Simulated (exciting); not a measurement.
TlIO3, space group R3m, O K edge of atom 3, with 1 I at 1.82 Å (terminal, site symmetry m); the tensor is averaged over the atoms equivalent by symmetry. Method: exciting, all-electron LAPW+lo, LDA, exchange and screened direct term (singlet BSE), 3×3×3 shifted k points, 32 conduction bands, |G+q| up to 3 bohr⁻¹, full RPA screening with nempty = 61, Lorentzian half width 0.45 eV.

```xyz
5
Lattice="3.1508 1.8191 2.6554 -3.1508 1.8191 2.6554 0.0000 -3.6382 2.6554" Properties=species:S:1:pos:R:3 pbc="T T T"
Tl    0.0000    0.0000    0.0697
I     0.0000    0.0000    3.9980
O     0.0000   -1.6059    4.8517
O    -1.3907    0.8029    4.8517
O     1.3907    0.8029    4.8517
```

Energy from the Kohn–Sham onset, core level to the lowest empty state found on the meshes used; scaled to the maximum of the polarisation mean:

```
E (eV)  curve 1  curve 2
  -5.5     0.02     0.02
  -5.0     0.03     0.03
  -4.5     0.04     0.04
  -4.0     0.05     0.05
  -3.5     0.07     0.07
  -3.0     0.11     0.10
  -2.5     0.19     0.17
  -2.0     0.43     0.35
  -1.5     1.06     0.83
  -1.0     0.78     1.00
  -0.5     0.69     1.12
   0.0     0.91     0.95
   0.5     0.82     0.91
   1.0     0.61     0.91
   1.5     0.46     0.72
   2.0     0.46     0.61
   2.5     0.39     0.40
   3.0     0.23     0.24
   3.5     0.13     0.14
   4.0     0.09     0.09
   4.5     0.07     0.07
   5.0     0.07     0.07
   5.5     0.10     0.08
   6.0     0.18     0.11
   6.5     0.39     0.21
   7.0     0.46     0.35
   7.5     0.38     0.38
   8.0     0.36     0.38
   8.5     0.27     0.32
   9.0     0.22     0.25
   9.5     0.20     0.21
  10.0     0.22     0.23
  10.5     0.20     0.25
  11.0     0.20     0.23
  11.5     0.21     0.24
  12.0     0.23     0.29
  12.5     0.25     0.27
  13.0     0.27     0.23
  13.5     0.35     0.24
  14.0     0.35     0.25
  14.5     0.26     0.20
  15.0     0.19     0.16
  15.5     0.16     0.16
  16.0     0.18     0.17
  16.5     0.22     0.17
  17.0     0.22     0.16
  17.5     0.21     0.15
  18.0     0.22     0.14
```

Question: The curves are the diagonal elements of Im ε for ε ∥ c and ⊥ c. Which is which?

Curve 1: ε ∥ c, maxima -1.4 eV (1.13), 0.1 eV (0.93) and 6.9 eV (0.47); 4 lower ones aren't listed. Curve 2: ε ⊥ c, maxima -0.5 eV (1.13), 0.7 eV (0.95) and 7.8 eV (0.39); 4 lower ones aren't listed. A K edge probes the empty p states along ε, which follow the bonds' lengths and directions.

[Banner, clock and machine lines of the logs are left out without a mark of their own.]

[Logs are printed without paths, hosts, clocks, repeated set-up lines and the standing remarks that a program may print on its own settings, such as how far it seeks lower states.]

[Hosts, paths, dates, database ids (printed as entryN), source tags and the programs' standing remarks are cut or masked in the printed files.]
